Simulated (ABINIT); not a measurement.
An input for ABINIT 10.8.3 (SiO2 (P4_32_12)):

```
acell 3*1.0 Angstrom
rprim 
  4.932900000000 0.000000000000 0.000000000000
  0.000000000000 4.932900000000 0.000000000000
  0.000000000000 0.000000000000 6.464500000000
ntypat 2
znucl 14 8
natom 12
typat 1 1 1 1 2 2 2 2 2 2 2 2
xred 
  0.817705000000 0.817705000000 0.500000000000
  0.682295000000 0.317705000000 0.250000000000
  0.182295000000 0.182295000000 0.000000000000
  0.317705000000 0.682295000000 0.750000000000
  0.268340000000 0.364570000000 0.801930000000
  0.135430000000 0.768340000000 0.551930000000
  0.731660000000 0.635430000000 0.301930000000
  0.864570000000 0.231660000000 0.051930000000
  0.768340000000 0.135430000000 0.448070000000
  0.635430000000 0.731660000000 0.698070000000
  0.231660000000 0.864570000000 0.948070000000
  0.364570000000 0.268340000000 0.198070000000
pp_dirpath "pseudos"
pseudos "Si.upf, O.upf"
ecut 36
ngkpt 2 2 2
nshiftk 1
shiftk 0 0 0
kptopt 1
chksymbreak 0
istwfk *1
occopt 1
irdwfk 1
optdriver 4
nband 247
gwcalctyp 10
ecutsigx 36
symsigma 1
nkptgw 6
kptgw 
  0.0000000000 0.0000000000 0.0000000000
  0.5000000000 0.0000000000 0.0000000000
  0.5000000000 0.5000000000 0.0000000000
  0.0000000000 0.0000000000 0.5000000000
  0.5000000000 0.0000000000 0.5000000000
  0.5000000000 0.5000000000 0.5000000000
bdgw 
  9 44
  9 44
  9 44
  9 44
  9 44
  9 44
ecuteps 3.9
irdscr 1
ppmodel 1
irdqps 1
indata_prefix "in"
outdata_prefix "out"
tmpdata_prefix "tmp"
```

```sh
OMP_NUM_THREADS=1 mpirun -n 4 abinit run.abi > log
```

**Question.** Estimate wall time and host memory on 4 MPI ranks of Arm Neoverse V2, shared host.

It took 9.3 min; on shared hardware allow 4.7 min to 19 min. Peak host memory was 4.4 GiB.

[Paths, hosts, dates, memory and timing lines, banners, echoed tables and standing remarks are left out of the program output.]

[Logs are printed without paths, hosts, clocks, repeated set-up lines and the standing remarks that a program may print on its own settings, such as how far it seeks lower states.]

[Runs of the session that timed out or met a known fault of the program may be left out.]

[Hosts, paths, dates, database ids (printed as entryN), source tags and the programs' standing remarks are cut or masked in the printed files.]

[G0W0 gaps are taken among the corrected bands and points alone; a level outside them can change the order at an edge.]

[Where Ansatz stands beside ABINIT at settings called matched, ABINIT's density can come from a denser mesh and the files from another edition; pairs whose starting gaps differed by over 0.03 eV were left out, so agreement reads better than it is.]
